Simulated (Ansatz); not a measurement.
# How Cr(100) screens a field, part 2 of 2

Where does the screening charge of Cr(100) sit?

Ansatz 0.2.0; plane-wave DFT, PBE, Ansatz PAW (the session's first sound run).

So far. Step 5 (Single point, field 0.1 V/Å): The dipole is 0.0440 e·Å. Step 6 (Atoms held, field -0.1 V/Å): The dipole is -0.0440 e·Å.

## 7. Atoms held, field 0.2 V/Å

Contents of input.yaml:

```yaml
crystal:
  lattice:
    - [2.88, 0.0, 0.0]
    - [0.0, 2.88, 0.0]
    - [0.0, 0.0, 23.76]
  atoms:
    - { symbol: Cr, position: [0.0, 0.0, 0.3787878788], spin: 2.0 }
    - { symbol: Cr, position: [0.5, 0.5, 0.4393939394], spin: -2.0 }
    - { symbol: Cr, position: [0.0, 0.0, 0.5], spin: 2.0 }
    - { symbol: Cr, position: [0.5, 0.5, 0.5606060606], spin: -2.0 }
    - { symbol: Cr, position: [0.0, 0.0, 0.6212121212], spin: 2.0 }
magnetization:
  spin_polarized: true
kpoints:
  mp_grid: { grid: [18, 18, 1] }
hamiltonian:
  xc: pbe
scf:
  occupations: { method: fermi_dirac, width: 0.1 }
  convergence: { dr2_threshold: 1.0e-10 }
efield:
  axis: 3
  dipole_correction: true
  ramp_position: 0.97
  ramp_width: 0.06
  amplitude: 0.2
output:
  forces: true
  write_potential: true
  write_density: true
  volumetric_format: npy
```

Started as:

```sh
> ansatz run input.yaml --threads 4 --pin off --max-ram 6144MiB --backend cpu --events-out ev --progress --plain --runs-dir out
```

The program printed:

```text
[...]
Crystal: 5 atoms, lattice volume = 197.075 Å³
Basis set: ecut = 420 eV, 3843 PW (Γ), exchange–correlation on 40×40×320 points (8 copies of the dense FFT grid, shifted against one another)
Bands: 48, of which v1, the nominal top of the filled ones, is band 35 counted from 1 (34 counted from 0)
Symmetry: 8 space group operations
k-points: 55 of 324
[...]
k-point 0 ↑: bands = [... 31 lower, 2.3078, 2.3443, 2.3443, 2.3704, 2.3704, 2.5812, 2.9323, 3.1159, ... 9 higher]
  k-point 1 ↑: bands = [... 31 lower, 2.2959, 2.3357, 2.3529, 2.4265, 2.5350, 2.6143, 2.9560, 3.1962, ... 9 higher]
  k-point 2 ↑: bands = [... 31 lower, 2.1327, 2.2865, 2.3620, 2.6007, 2.6532, 2.7551, 2.9702, 2.9837, ... 9 higher]
  k-point 54 ↓: bands = [... 31 lower, 3.1633, 3.1633, 4.1950, 4.2236, 4.4489, 4.5120, 4.8203, 5.3659, ... 9 higher]
[key lines of the parts left out:]
SCF converged after 19 iterations
Magnetization: 4.0457 μB (37.0229 up, 32.9771 down)
Free energy (F): -16885.534413 eV
Fermi energy:    3.225980 eV
Dipole field:    D = 0.080874 V/Å  (p = 0.088080 e·Å, saw-weighted, corrected)
```

It took 74 s on 4 threads of Arm Neoverse V1, shared host; peak memory 0.99 GiB; 4.7 min of CPU time.

The dipole is 0.0881 e·Å.

## 8. Single point, field -0.2 V/Å

input.yaml, as its differences from that of step 7:

```diff
@@ -25,3 +25,3 @@
   ramp_width: 0.06
-  amplitude: 0.2
+  amplitude: -0.2
 output:
```

The program printed:

```text
[...]
Crystal: 5 atoms, lattice volume = 197.075 Å³
Basis set: ecut = 420 eV, 3843 PW (Γ), exchange–correlation on 40×40×320 points (8 copies of the dense FFT grid, shifted against one another)
Bands: 48, of which v1, the nominal top of the filled ones, is band 35 counted from 1 (34 counted from 0)
Symmetry: 8 space group operations
k-points: 55 of 324
[...]
k-point 0 ↑: bands = [... 31 lower, 2.3078, 2.3443, 2.3443, 2.3704, 2.3704, 2.5812, 2.9323, 3.1159, ... 9 higher]
  k-point 1 ↑: bands = [... 31 lower, 2.2959, 2.3357, 2.3529, 2.4265, 2.5350, 2.6143, 2.9560, 3.1962, ... 9 higher]
  k-point 2 ↑: bands = [... 31 lower, 2.1327, 2.2865, 2.3620, 2.6007, 2.6532, 2.7551, 2.9702, 2.9837, ... 9 higher]
  k-point 54 ↓: bands = [... 31 lower, 3.1633, 3.1633, 4.1950, 4.2236, 4.4489, 4.5120, 4.8203, 5.3659, ... 9 higher]
[key lines of the parts left out:]
SCF converged after 18 iterations
Magnetization: 4.0457 μB (37.0229 up, 32.9771 down)
Free energy (F): -16885.534413 eV
Fermi energy:    3.225982 eV
Dipole field:    D = -0.080873 V/Å  (p = -0.088080 e·Å, saw-weighted, corrected)
```

Run time: 72 s. Hardware: 4 threads; peak memory 0.99 GiB.

The dipole is -0.0881 e·Å.

## 9. Atoms held, field 0.4 V/Å

input.yaml, as its differences from that of step 8:

```diff
@@ -25,3 +25,3 @@
   ramp_width: 0.06
-  amplitude: -0.2
+  amplitude: 0.4
 output:
@@ -31 +31,2 @@
   volumetric_format: npy
+  elf: true
```

The program printed:

```text
[...]
Crystal: 5 atoms, lattice volume = 197.075 Å³
Basis set: ecut = 420 eV, 3843 PW (Γ), exchange–correlation on 40×40×320 points (8 copies of the dense FFT grid, shifted against one another)
Bands: 48, of which v1, the nominal top of the filled ones, is band 35 counted from 1 (34 counted from 0)
Symmetry: 8 space group operations
k-points: 55 of 324
[...]
k-point 0 ↑: bands = [... 31 lower, 2.3161, 2.3308, 2.3308, 2.3566, 2.3566, 2.5674, 2.9185, 3.1021, ... 9 higher]
  k-point 1 ↑: bands = [... 31 lower, 2.2822, 2.3216, 2.3391, 2.4064, 2.5351, 2.6005, 2.9421, 3.1824, ... 9 higher]
  k-point 2 ↑: bands = [... 31 lower, 2.1195, 2.2725, 2.3481, 2.5771, 2.6394, 2.7539, 2.9563, 2.9699, ... 9 higher]
  k-point 54 ↓: bands = [... 31 lower, 3.1494, 3.1494, 4.1807, 4.2103, 4.4349, 4.4982, 4.8063, 5.3522, ... 9 higher]
[key lines of the parts left out:]
SCF converged after 19 iterations
Magnetization: 4.0448 μB (37.0224 up, 32.9776 down)
Free energy (F): -16885.560863 eV
Fermi energy:    3.212351 eV
Dipole field:    D = 0.162073 V/Å  (p = 0.176514 e·Å, saw-weighted, corrected)
```

It took 77 s on 4 threads; peak memory 0.99 GiB; 4.8 min of CPU time.

Running mean over 1.44 Å of the planar mean, with the applied field; the ramp of the sawtooth is left out. The electron's electrostatic potential energy less the Fermi level by z:

```csv
z (Å),electron's electrostatic potential energy less the Fermi level (eV)
3,2.11
4,2.51
5,2.90
6,3.21
7,2.99
8,-1.37
9,-8.93
10,-9.82
11,-9.87
12,-9.84
13,-9.88
14,-9.78
15,-7.83
16,0.540
17,3.58
18,4.24
19,4.66
20,5.06
```

The dipole is 0.177 e·Å.

## 10. The response

This step: plane-wave DFT, PBE, Ansatz PAW; screening of a field by a metal slab (Ansatz 0.2.0).

The dipoles give the slope, and the difference of two potentials shows where the field is screened.

This step gave:

```yaml
equivalent_conductor_thickness_p_eps_0ae: 9.603 Å
distance_between_the_outer_atoms: 5.760 Å
image_plane_upper_face: 1.882 Å
induced_electrons_on_the_upper_face_over_eps_0e: -1.007
image_plane_lower_face: 1.882 Å
induced_electrons_on_the_lower_face_over_eps_0e: 1.007
```

Table of dipole of the cell by applied field:

```csv
applied field (V/Å),dipole of the cell (e·Å)
-0.200,-0.0881
-0.100,-0.0440
-0.050,-0.0220
0.000,9.6e-7
0.050,0.0220
0.100,0.0440
0.200,0.0881
0.400,0.177
```

The total moment stays at 4.05 μB for applied field from -0.2 to 0.4 V/Å.

Local field over the applied field, running mean. From the potentials at -0.05 and 0.05 V/Å; running mean over 1.44 Å. Local field over applied field against z:

```csv
z (Å),local field over applied field
4.5,0.991
5.0,0.978
5.5,0.953
6.0,0.899
6.5,0.794
7.0,0.615
7.5,0.367
8.0,0.125
8.5,-0.0122
9.0,-0.0336
9.5,-0.00483
10.0,0.00837
10.5,0.00348
11.0,-0.00459
11.5,-0.00920
12.0,-0.00997
12.5,-0.00753
13.0,-9.5e-4
13.5,0.00701
14.0,0.00494
14.5,-0.0193
15.0,-0.0358
15.5,0.0382
16.0,0.233
16.5,0.491
17.0,0.710
17.5,0.852
18.0,0.929
18.5,0.967
19.0,0.986
19.5,0.994
```

Electrons, planar mean, per unit field. Induced electron density against z:

```csv
z (Å),induced electron density (e/Å³ per V/Å)
4.01,3.1e-5
4.46,6.5e-5
4.90,1.3e-4
5.35,2.7e-4
5.64,4.2e-4
6.09,8.0e-4
6.53,0.00147
6.98,0.00245
7.42,0.00333
7.87,0.00331
8.32,0.00141
8.76,-7.1e-4
9.06,-6.4e-4
9.50,-1.2e-4
9.95,-1.8e-5
10.39,9.0e-5
10.84,1.9e-4
11.29,-8.0e-6
11.73,-3.0e-5
12.03,3.0e-5
12.47,8.0e-6
12.92,-1.9e-4
13.37,-9.0e-5
13.81,1.8e-5
14.26,1.2e-4
14.70,6.4e-4
15.00,7.1e-4
15.44,-0.00141
15.89,-0.00331
16.34,-0.00333
16.78,-0.00245
17.23,-0.00147
17.67,-8.0e-4
18.12,-4.2e-4
18.41,-2.7e-4
18.86,-1.3e-4
19.30,-6.5e-5
19.75,-3.1e-5
```

By hand: between -0.05 and 0.05 V/Å the dipole changes by 0.04401 e·Å, a slope of 0.4401 e·Å²/V. A perfect conductor of thickness t has p = ε₀AEt, so t = 180.95 × 0.4401 / 8.294 = 9.60 Å (e/ε₀ = 180.95 V·Å, A in Å²). Less the 5.76 Å between the outer atoms, and halved, that puts each image plane 1.92 Å out.

The induced dipole is that of a conductor 9.60 Å thick.

## 11. The same run with other settings: efield.amplitude = -0.3

This step: plane-wave DFT, PBE, Ansatz PAW (Ansatz 0.2.0).

A run with a changed input: it repeats the earlier run at 0.05 V/Å with efield.amplitude from 0.05 to -0.3.

input.yaml, as its differences from that of step 9:

```diff
@@ -25,3 +25,3 @@
   ramp_width: 0.06
-  amplitude: 0.4
+  amplitude: -0.3
 output:
@@ -31,2 +31 @@
   volumetric_format: npy
-  elf: true
```

The program printed:

```text
[...]
Crystal: 5 atoms, lattice volume = 197.075 Å³
Basis set: ecut = 420 eV, 3843 PW (Γ), exchange–correlation on 40×40×320 points (8 copies of the dense FFT grid, shifted against one another)
Bands: 48, of which v1, the nominal top of the filled ones, is band 35 counted from 1 (34 counted from 0)
Symmetry: 8 space group operations
k-points: 55 of 324
[...]
Starting moments: Σ|m| = 10 μB on 5 of 5 sites
[...]
SCF iter   1: F=—  HF=-16896.437412 eV  |F-HF|=—  |Δ(HF+E_count)|=         —  Δρ=7.43e-2 (↑7.18e-2 ↓7.43e-2)  dr2=3.56e1  dr2_m=3.49e0  M=2.391 μB ∫|m|=5.041 μB  β_m=1.00  ethr=3.10e-3  p=-0.122 e·Å  D=-1.12e-1 V/Å  ΔV_dip=2.67 eV  dr2_dipole=1.07e-4  V_vac-E_F(+/−)=4.20/8.09 eV  ⟨swp⟩=10.1  Hψ=25617  notcnv=0
[...]
SCF iter  18: F=-16885.545428 eV  HF=-16885.545428 eV  |F-HF|=7.64e-11  |Δ(HF+E_count)|=  6.37e-10  Δρ=1.02e-7 (↑1.02e-7 ↓6.16e-8)  dr2=4.30e-11  dr2_m=6.16e-12  M=4.045 μB ∫|m|=10.781 μB  ethr=1.00e-12  p=-0.132 e·Å  D=-1.21e-1 V/Å  ΔV_dip=2.88 eV  dr2_dipole=2.07e-13  V_vac-E_F(+/−)=1.82/5.49 eV  ⟨swp⟩=8.0  Hψ=27510  notcnv=0
SCF 1 converged in 18 iterations: F = -16885.545428 eV  dr2 = 4.30e-11
[...]
SCF converged after 18 iterations
Magnetization: 4.0454 μB (37.0227 up, 32.9773 down)
Absolute magnetization: 10.7811 μB (∫|ρ↑−ρ↓|, with the PAW one-centre terms)
[...]
Per-site moments (μB) at R_I (Å): [(2.589729, 1.028838), (-1.545508, 1.028838), (1.252361, 1.028838), (-1.540136, 1.028838), (2.594303, 1.028838)]
Free energy (F): -16885.545428 eV
[...]
Internal energy: -16885.424909 eV  (E = F + TS)
E sigma→0 (E₀):  -16885.485168 eV
Entropy (-TS):   -0.120519 eV (-24.104 meV/atom)
Fermi energy:    3.220390 eV
Dipole field:    D = -0.121409 V/Å  (p = -0.132227 e·Å, saw-weighted, corrected)
Work function:   not extracted (applied field tilts the vacuum); planar V_es + V_field profile in the machine report
[...]
--- Forces (eV/Å), atoms counted from 1 ---
  atom   1  Cr     0.00000000     0.00000000     0.42632828
  atom   2  Cr    -0.00000000    -0.00000000    -0.50576445
  atom   3  Cr    -0.00000000    -0.00000000    -0.00104173
  atom   4  Cr     0.00000000     0.00000000     0.50781864
  atom   5  Cr    -0.00000000     0.00000000    -0.42733704
  max |Σ_I F_I| component: 3.69e-6 eV/Å
--- Band table (eV; the first three rows and the last of 110) ---
  k-point 0 ↑: bands = [... 31 lower, 2.3025, 2.3388, 2.3388, 2.3648, 2.3648, 2.5756, 2.9266, 3.1103, ... 9 higher]
  k-point 1 ↑: bands = [... 31 lower, 2.2903, 2.3299, 2.3472, 2.4180, 2.5354, 2.6086, 2.9503, 3.1906, ... 9 higher]
  k-point 2 ↑: bands = [... 31 lower, 2.1273, 2.2808, 2.3563, 2.5907, 2.6476, 2.7549, 2.9645, 2.9780, ... 9 higher]
  k-point 54 ↓: bands = [... 31 lower, 3.1576, 3.1576, 4.1891, 4.2181, 4.4432, 4.5063, 4.8146, 5.3603, ... 9 higher]
```

Elapsed: 72 s, on 4 threads; peak memory 0.99 GiB.

Numbers from this step:

```yaml
energy_at_zero_smearing: -16885.4852 eV
site_moments: 2.590, -1.546, 1.252, -1.540, 2.594 μB
dipole_along_the_normal: -0.1322 e·Å
```

Force by atom:

```csv
atom,x (eV/Å),y (eV/Å),z (eV/Å),size
Cr1,0.000,0.000,0.426,0.426
Cr2,0.000,0.000,-0.506,0.506
Cr3,0.000,0.000,-0.001,0.001
Cr4,0.000,0.000,0.508,0.508
Cr5,0.000,0.000,-0.427,0.427
```

```csv
quantity,this run,earlier run,difference
dipole along the normal (e·Å),-0.1322,0.02201,-0.15
total moment (μB),4.045,4.046,-6.5e-4
```

The applied field differs, and the slope found earlier predicts a dipole of -0.132 e·Å; this run gives -0.132 e·Å, in line with it.

## 12. The same run with other settings

This step: plane-wave DFT, PBE, Ansatz PAW, but for the change named below (Ansatz 0.2.0).

Another changed input: it repeats the earlier run at 0.05 V/Å with scf.occupations.method from fermi_dirac to methfessel_paxton and hamiltonian.dispersion to d4.

input.yaml, as its differences from that of step 11:

```diff
@@ -17,4 +17,5 @@
   xc: pbe
+  dispersion: d4
 scf:
-  occupations: { method: fermi_dirac, width: 0.1 }
+  occupations: { method: methfessel_paxton, width: 0.1 }
   convergence: { dr2_threshold: 1.0e-10 }
@@ -25,3 +26,3 @@
   ramp_width: 0.06
-  amplitude: -0.3
+  amplitude: 0.05
 output:
```

The program printed:

```text
[...]
Crystal: 5 atoms, lattice volume = 197.075 Å³
Basis set: ecut = 420 eV, 3843 PW (Γ), exchange–correlation on 40×40×320 points (8 copies of the dense FFT grid, shifted against one another)
Bands: 48, of which v1, the nominal top of the filled ones, is band 35 counted from 1 (34 counted from 0)
Symmetry: 8 space group operations
k-points: 55 of 324
[...]
Starting moments: Σ|m| = 10 μB on 5 of 5 sites
[...]
SCF iter   1: F=—  HF=-16898.252459 eV  |F-HF|=—  |Δ(HF+E_count)|=         —  Δρ=7.43e-2 (↑7.14e-2 ↓7.43e-2)  dr2=3.56e1  dr2_m=3.42e0  M=2.420 μB ∫|m|=5.109 μB  β_m=1.00  ethr=3.10e-3  p=0.020 e·Å  D=1.87e-2 V/Å  ΔV_dip=-0.45 eV  dr2_dipole=1.10e-6  V_vac-E_F(+/−)=6.51/5.87 eV  ⟨swp⟩=10.0  Hψ=25259  notcnv=0
[...]
SCF iter  11: F=—  HF=-16887.376934 eV  |F-HF|=—  |Δ(HF+E_count)|=         —  Δρ=1.23e-4 (↑1.23e-4 ↓6.56e-5)  dr2=6.09e-5  dr2_m=9.14e-6  M=4.036 μB ∫|m|=10.824 μB  β_m=0.73  ethr=7.22e-8  p=0.022 e·Å  D=2.02e-2 V/Å  ΔV_dip=-0.48 eV  dr2_dipole=5.01e-9  V_vac-E_F(+/−)=3.97/3.37 eV  ⟨swp⟩=2.9  Hψ=9547  notcnv=0  defer=537
[...]
iteration 11: the input's own smearing fills from here on; a Gaussian of 0.1 eV has filled iterations ahead of it
SCF iter  12: F=—  HF=-16887.376944 eV  |F-HF|=—  |Δ(HF+E_count)|=   9.70e-6  S|Δr|=    0.00e0  Δρ=1.59e-4 (↑1.05e-4 ↓1.59e-4)  dr2=1.68e-4  dr2_m=2.97e-6  M=4.037 μB ∫|m|=10.827 μB  β_m=0.63  ethr=7.22e-8  p=0.022 e·Å  D=2.02e-2 V/Å  ΔV_dip=-0.48 eV  dr2_dipole=8.49e-10  V_vac-E_F(+/−)=3.97/3.36 eV  ⟨swp⟩=2.2  Hψ=7957  notcnv=0  defer=537  recentre
[...]
SCF iter  23: F=-16887.376938 eV  HF=-16887.376938 eV  |F-HF|=1.46e-11  |Δ(HF+E_count)|=    0.00e0  S|Δr|=    0.00e0  Δρ=6.09e-8 (↑6.09e-8 ↓2.74e-8)  dr2=1.58e-11  dr2_m=1.59e-12  M=4.038 μB ∫|m|=10.829 μB  ethr=1.00e-12  p=0.022 e·Å  D=2.02e-2 V/Å  ΔV_dip=-0.48 eV  dr2_dipole=7.58e-14  V_vac-E_F(+/−)=3.96/3.36 eV  ⟨swp⟩=5.7  Hψ=22563  notcnv=0
SCF 1 converged in 23 iterations: F = -16887.376938 eV  dr2 = 1.58e-11
[...]
this state was not tested for a lower state beside it, because cold or Methfessel-Paxton smearing, or corrected tetrahedra, fill the levels in a way that the test cannot read (fill_not_monotonic; see scf.lower_state_search)
SCF converged after 23 iterations
Magnetization: 4.0377 μB (37.0188 up, 32.9812 down)
Absolute magnetization: 10.8289 μB (∫|ρ↑−ρ↓|, with the PAW one-centre terms)
[...]
Per-site moments (μB) at R_I (Å): [(2.596277, 1.028838), (-1.555173, 1.028838), (1.263290, 1.028838), (-1.555970, 1.028838), (2.595294, 1.028838)]
Free energy (F): -16887.376938 eV
[...]
Internal energy: -16887.378194 eV  (E = F + TS)
E sigma→0 (E₀):  -16887.377252 eV
Entropy (-TS):   0.001257 eV (0.251 meV/atom)
Fermi energy:    3.250519 eV
Dipole field:    D = 0.020246 V/Å  (p = 0.022050 e·Å, saw-weighted, corrected)
Work function:   not extracted (applied field tilts the vacuum); planar V_es + V_field profile in the machine report
[...]
--- Forces (eV/Å), atoms counted from 1 ---
  atom   1  Cr     0.00000000    -0.00000000     0.63806981
  atom   2  Cr    -0.00000000     0.00000000    -0.43158082
  atom   3  Cr     0.00000000    -0.00000000     0.00022144
  atom   4  Cr     0.00000000     0.00000000     0.43147466
  atom   5  Cr    -0.00000000     0.00000000    -0.63818502
  max |Σ_I F_I| component: 6.46e-8 eV/Å
--- Band table (eV; the first three rows and the last of 110) ---
  k-point 0 ↑: bands = [... 31 lower, 2.3291, 2.3649, 2.3649, 2.3925, 2.3925, 2.6120, 2.9632, 3.1480, ... 9 higher]
  k-point 1 ↑: bands = [... 31 lower, 2.3170, 2.3593, 2.3757, 2.4505, 2.5506, 2.6440, 2.9858, 3.2250, ... 9 higher]
  k-point 2 ↑: bands = [... 31 lower, 2.1553, 2.3102, 2.3849, 2.6260, 2.6828, 2.7724, 2.9972, 3.0119, ... 9 higher]
  k-point 54 ↓: bands = [... 31 lower, 3.1920, 3.1920, 4.2126, 4.2409, 4.4789, 4.5405, 4.8365, 5.3934, ... 9 higher]
```

Wall time 78 s (4 threads); peak memory 0.99 GiB.

Read from the output:

```yaml
energy_at_zero_smearing: -16887.3773 eV
total_moment: 4.038 μB
site_moments: 2.596, -1.555, 1.263, -1.556, 2.595 μB
dipole_along_the_normal: 0.02205 e·Å
```

Site moment by atom:

```csv
atom,site moment (μB)
Cr1,2.60
Cr2,-1.56
Cr3,1.26
Cr4,-1.56
Cr5,2.60
```

Force by atom:

```csv
atom,x (eV/Å),y (eV/Å),z (eV/Å),size
Cr1,0.000,0.000,0.638,0.638
Cr2,0.000,0.000,-0.432,0.432
Cr3,0.000,0.000,0.000,0.000
Cr4,0.000,0.000,0.431,0.431
Cr5,0.000,0.000,-0.638,0.638
```

```csv
quantity,this run,earlier run,difference
dipole along the normal (e·Å),0.02205,0.02201,4.3e-5
total moment (μB),4.038,4.046,-0.0083
```

Nothing in the table moves by 0.01 in its unit (for the dipole 0.5 % and 5e-5 e·Å). The run took 23 SCF cycles against 19.

## 13. Results

| Quantity | Value |
| --- | --- |
| work function | 3.71 eV |
| image plane, upper face | 1.88 Å |
| induced electrons on the upper face over ε₀E | -1.01 |
| equivalent conductor thickness p/(ε₀AE) | 9.60 Å |

**Reading.** The induced charge has its centre 1.88 Å outside the outermost atoms; this is the plane from which a capacitor's gap or an image potential counts. The equivalent conductor thickness exceeds the distance between the outer atoms by 3.84 Å, about the sum of the two image-plane distances. The atoms are held at bulk positions with the tabulated experimental lattice constant. The magnetic order is the one reached from the typed start; other orders were not compared.

[Long decimals in the printed logs are rounded to 6 places.]

[Logs are printed without paths, hosts, clocks, repeated set-up lines and the standing remarks that a program may print on its own settings, such as how far it seeks lower states.]

[Hosts, paths, dates, database ids (printed as entryN), source tags and the programs' standing remarks are cut or masked in the printed files.]

[Maps of the electrostatic potential energy from Ansatz leave out the sawtooth potential of an applied field or a dipole correction, so their vacuum need not be flat; planar profiles and work functions include it.]
